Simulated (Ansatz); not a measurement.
**LiGeN (P6_3mc): converging the G0W0 gap**

Aim: see how the G0W0 gap of LiGeN (P6_3mc) on PBE moves with empty bands and screening cutoff, and what each rung costs.

Calculated with Ansatz 0.2.0; G0W0 on PBE, plane waves, PAW; PAW set soft_1.

Report form: the programs' logs are mostly left out.

### Step 1. The structure

It takes space group P6_3mc (No. 186, hexagonal). Conventional cell: a = 3.012 Å, b = 3.012 Å, c = 9.419 Å, α = 90.00°, β = 90.00°, γ = 120.00°. Li has 3 N at 2.18 Å nearest. Ge has 3 N at 2.00 Å nearest. Nearest to N lie 3 Ge at 2.00 Å and 3 Li at 2.18 Å. Farther neighbours and most contacts between anions are not listed.

As a file:

```
Li Ge N
1.0
     3.01241    0.00000    0.00000
    -1.50620    2.60882    0.00000
     0.00000    0.00000    9.41946
Li Ge N
2 2 2
Cartesian
  1.5062 0.8696 7.0024
  0.0000 1.7392 2.2926
  0.0000 0.0000 4.6911
  0.0000 0.0000 9.4008
  0.0000 1.7392 5.6820
  1.5062 0.8696 0.9723
```

The cell and positions are those that the Materials Project relaxed with its own functionals (PBE, PBE+U or r2SCAN), kept fixed.

### Step 2. 96 empty bands, screening to 69 eV

G0W0 replaces the xc potential by the self-energy, built once from these orbitals. Only a window of levels is corrected, while the sums run over the empty bands that the input names. This step takes PAW set soft_1 files.

File input.yaml:

```yaml
crystal:
  lattice:
    - [3.0124085355, 0.0, 0.0]
    - [-1.5062042677, 2.6088223183, 0.0]
    - [0.0, 0.0, 9.419459]
  atoms:
    - { symbol: Li, position: [0.66666667, 0.33333333, 0.743392] }
    - { symbol: Li, position: [0.33333333, 0.66666667, 0.243392] }
    - { symbol: Ge, position: [0.0, 0.0, 0.498023] }
    - { symbol: Ge, position: [0.0, 0.0, 0.998023] }
    - { symbol: "N", position: [0.33333333, 0.66666667, 0.603223] }
    - { symbol: "N", position: [0.66666667, 0.33333333, 0.103223] }
kpoints:
  mp_grid: { grid: [6, 6, 2] }
hamiltonian:
  xc: pbe
  pseudopotentials: { kind: paw, azcp: { folder: soft_1 } }
scf:
  occupations: { method: fixed }
gw:
  n_empty_bands: 96
  ecut_chi: 69
  qp_bands: [v2, c2]
  qp_kpoints: band_edges
  screening: { model: contour_deformation }
```

Started as:

```console
$ ansatz run input.yaml --threads 3 --pin off --max-ram 92160MiB --backend cuda --events-out ev --progress --plain --runs-dir out --devices 1 --max-vram 13GiB
```

Wall time 12 s (1 × NVIDIA H100 80GB HBM3 (shared by 6 runs) with 3 threads of AMD EPYC 7R13 (Zen 3), shared host); peak memory 1.1 GiB; 14 s of CPU time.

This step gave:

* bands summed: 118
* RPA ε∞ on this mesh (eigenvalues): 5.809, 8.719, 8.719
* plane waves in the screening matrix: 97
* q-points in the mesh: 72
* G0W0 gap on the mesh: 1.996 eV
* k of the valence top: 0.1667, 0.1667, 0
* k of the conduction bottom: 0, -0.5, 0
* starting gap on the mesh: 1.467 eV
* Z at the valence top: 0.7468
* Z at the conduction bottom: 0.7775
* least direct G0W0 gap on the computed points: 3.199 eV

The gap on the mesh goes from 1.47 eV to 2.00 eV, a correction of +0.53 eV. Between the two edge states, bare exchange in place of the xc potential would open the gap by 6.01 eV, and correlation takes back 5.48 eV.

### Step 3. 272 empty bands, screening to 138 eV

Another rung: the empty bands reach about as high as the screening cutoff, so the two stay in balance.

Edit input.yaml of step 2 so:

```diff
@@ -20,4 +20,4 @@
 gw:
-  n_empty_bands: 96
-  ecut_chi: 69
+  n_empty_bands: 272
+  ecut_chi: 138
   qp_bands: [v2, c2]
```

It took 17 s on 1 × NVIDIA H100 80GB HBM3 (shared by 6 runs) with 3 threads; peak memory 1.3 GiB.

Numbers from this step:

```
bands summed                                 : 294
RPA ε∞ on this mesh (eigenvalues)            : 5.782, 8.546, 8.546
plane waves in the screening matrix          : 265
q-points in the mesh                         : 72
G0W0 gap on the mesh                         : 2.125 eV
k of the valence top                         : 0.1667, 0.1667, 0
k of the conduction bottom                   : 0, -0.5, 0
starting gap on the mesh                     : 1.467 eV
Z at the valence top                         : 0.7425
Z at the conduction bottom                   : 0.7749
least direct G0W0 gap on the computed points : 3.271 eV
```

Against the run with 6×6×2 mesh, 96 empty bands, screening to 69 eV, PAW set soft_1 files, the gap moves by +0.13 eV.

### Step 4. 586 empty bands, screening to 230 eV

Edit input.yaml of step 3 so:

```diff
@@ -20,4 +20,4 @@
 gw:
-  n_empty_bands: 272
-  ecut_chi: 138
+  n_empty_bands: 586
+  ecut_chi: 230.0
   qp_bands: [v2, c2]
```

It took 34 s on 1 × NVIDIA H100 80GB HBM3 (shared by 6 runs) with 3 threads; peak memory 2 GiB; 59 s of CPU time.

This step gave:

```
bands summed                                 : 608
RPA ε∞ on this mesh (eigenvalues)            : 5.776, 8.505, 8.505
plane waves in the screening matrix          : 599
G0W0 gap on the mesh                         : 2.185 eV
k of the valence top                         : 0.1667, 0.1667, 0
k of the conduction bottom                   : 0, -0.5, 0
starting gap on the mesh                     : 1.467 eV
least direct G0W0 gap on the computed points : 3.301 eV
```

Against the run with 6×6×2 mesh, 272 empty bands, screening to 138 eV, PAW set soft_1 files, the gap moves by +0.06 eV.

### Step 5. Changing the frequency model: 6×6×2 mesh, 586 empty bands, screening to 230 eV, plasmon pole, PAW set soft_1 files

A plasmon pole stands in for the full frequency dependence of the screening; this run shows what that costs in accuracy.

Edit input.yaml of step 4 so:

```diff
@@ -24,2 +24,2 @@
   qp_kpoints: band_edges
-  screening: { model: contour_deformation }
+  screening: { model: godby_needs }
```

Elapsed: 46 s, on 1 × NVIDIA H100 80GB HBM3 (shared by 6 runs) with 3 threads; peak memory 3.6 GiB; 92 s of CPU time.

Numbers from this step:

| Property | Result |
| --- | --- |
| bands summed | 608 |
| plasmon-pole fit frequency | 28.63 eV |
| RPA ε∞ on this mesh (eigenvalues) | 5.776, 8.505, 8.505 |
| plane waves in the screening matrix | 599 |
| G0W0 gap on the mesh | 2.158 eV |
| k of the valence top | 0.1667, 0.1667, 0 |
| k of the conduction bottom | 0, -0.5, 0 |
| starting gap on the mesh | 1.467 eV |
| least direct G0W0 gap on the computed points | 3.339 eV |

Against the run with 6×6×2 mesh, 586 empty bands, screening to 230 eV, PAW set soft_1 files, the gap moves by −0.03 eV.

### Step 6. Changing the files and raising the bands: 6×6×2 mesh, 869 empty bands, screening to 299 eV, hard PAW files

Other atomic data (hard PAW) test the pseudisation: the cutoff goes from 420 to 870 eV, with the same valence electrons. Bands and screening cutoff change too, so the step is no clean test of the files.

This step: G0W0 on PBE, plane waves, PAW.

Edit input.yaml of step 5 so:

```diff
@@ -16,3 +16,3 @@
   xc: pbe
-  pseudopotentials: { kind: paw, azcp: { folder: soft_1 } }
+  pseudopotentials: { kind: paw, source: ansatz }
 scf:
@@ -20,6 +20,6 @@
 gw:
-  n_empty_bands: 586
-  ecut_chi: 230.0
+  n_empty_bands: 869
+  ecut_chi: 299.0
   qp_bands: [v2, c2]
   qp_kpoints: band_edges
-  screening: { model: godby_needs }
+  screening: { model: contour_deformation }
```

Wall time 67 s (1 × NVIDIA H100 80GB HBM3 (shared by 6 runs) with 3 threads); peak memory 3.7 GiB; 2 min of CPU time.

Numbers from this step:

- bands summed: 891
- RPA ε∞ on this mesh (eigenvalues): 5.773, 8.487, 8.487
- plane waves in the screening matrix: 885
- G0W0 gap on the mesh: 2.225 eV
- k of the valence top: 0.1667, 0.1667, 0
- k of the conduction bottom: 0, -0.5, 0
- starting gap on the mesh: 1.469 eV
- least direct G0W0 gap on the computed points: 3.292 eV

Against the run with 6×6×2 mesh, 586 empty bands, screening to 230 eV, PAW set soft_1 files, the gap moves by +0.04 eV.

### Step 7. Convergence and cost

Times are wall times on 1 × NVIDIA H100 80GB HBM3 (shared by 6 runs) with 3 threads of AMD EPYC 7R13 (Zen 3), shared host, good to a factor of about two.

```tsv
mesh	files	frequency	bands summed	cutoff (eV)	start (eV)	G0W0 (eV)	time	host memory (GiB)
6×6×2	PAW set soft_1	contour deformation	118	69	1.467	1.996	12 s	1.1
6×6×2	PAW set soft_1	contour deformation	294	138	1.467	2.125	17 s	1.3
6×6×2	PAW set soft_1	contour deformation	608	230	1.467	2.185	34 s	2.0
6×6×2	PAW set soft_1	plasmon pole	608	230	1.467	2.158	46 s	3.6
6×6×2	hard PAW	contour deformation	891	299	1.469	2.225	67 s	3.7
```

The parts of the quasiparticle energy at the two band edges (eV; QP = start + Σx + Σc − Vxc):

```tsv
run	edge	start	Σx	Σc	Vxc	Z	QP
118 bands	valence top	7.58	-18.33	2.49	-15.73	0.75	7.46
118 bands	conduction bottom	9.04	-9.63	-3.00	-13.04	0.78	9.46
294 bands	valence top	7.58	-18.33	2.13	-15.73	0.74	7.11
294 bands	conduction bottom	9.04	-9.63	-3.22	-13.04	0.77	9.23
608 bands	valence top	7.58	-18.33	1.95	-15.73	0.74	6.93
608 bands	conduction bottom	9.04	-9.63	-3.34	-13.04	0.77	9.11
```

### Step 8. Summary of results

```
118 bands, 69 eV                    : 1.996 eV
294 bands, 138 eV                   : 2.125 eV
608 bands, 230 eV                   : 2.185 eV
estimated limit in bands and cutoff : 2.24 eV
mesh and start                      : 6×6×2, PBE
```

**Reading.** A line in one over the bands through the two highest rungs gives 2.24 eV, +0.06 eV from the top rung; the pair below gives 2.21 eV, so the estimate is still climbing. The rungs stand 0.25 eV (118 bands), 0.12 eV (294 bands) and 0.06 eV (608 bands) from it. From 118 to 608 bands the gap moves by +0.19 eV while the time grows 2.9-fold. Σc changes by −0.53 eV at the valence top and −0.35 eV at the conduction bottom, so the levels themselves move more than the gap between them. The plasmon-pole model gives −0.03 eV against contour deformation, 4 % of the correction (the least direct gap moves by +0.04 eV), and saved no time in this program. With hard PAW files and 891 bands the gap is 2.23 eV; the line for the PAW set soft_1 files gives 2.20 eV at that count, a difference of +0.02 eV that holds the line's own error too. The cheapest rung within 0.1 eV of this estimate is that with 608 bands (34 s). The many-body steps are scalar-relativistic: spin-orbit coupling is not in them.

[Paths, hosts, dates, memory and timing lines, banners, echoed tables and standing remarks are left out of the program output.]

[Logs are printed without paths, hosts, clocks, repeated set-up lines and the standing remarks that a program may print on its own settings, such as how far it seeks lower states.]

[Runs of the session that timed out or met a known fault of the program may be left out.]

[Cells called generated may have been cut or substituted from an entry of the Crystallography Open Database or the Materials Project.]

[Hosts, paths, dates, database ids (printed as entryN), source tags and the programs' standing remarks are cut or masked in the printed files.]
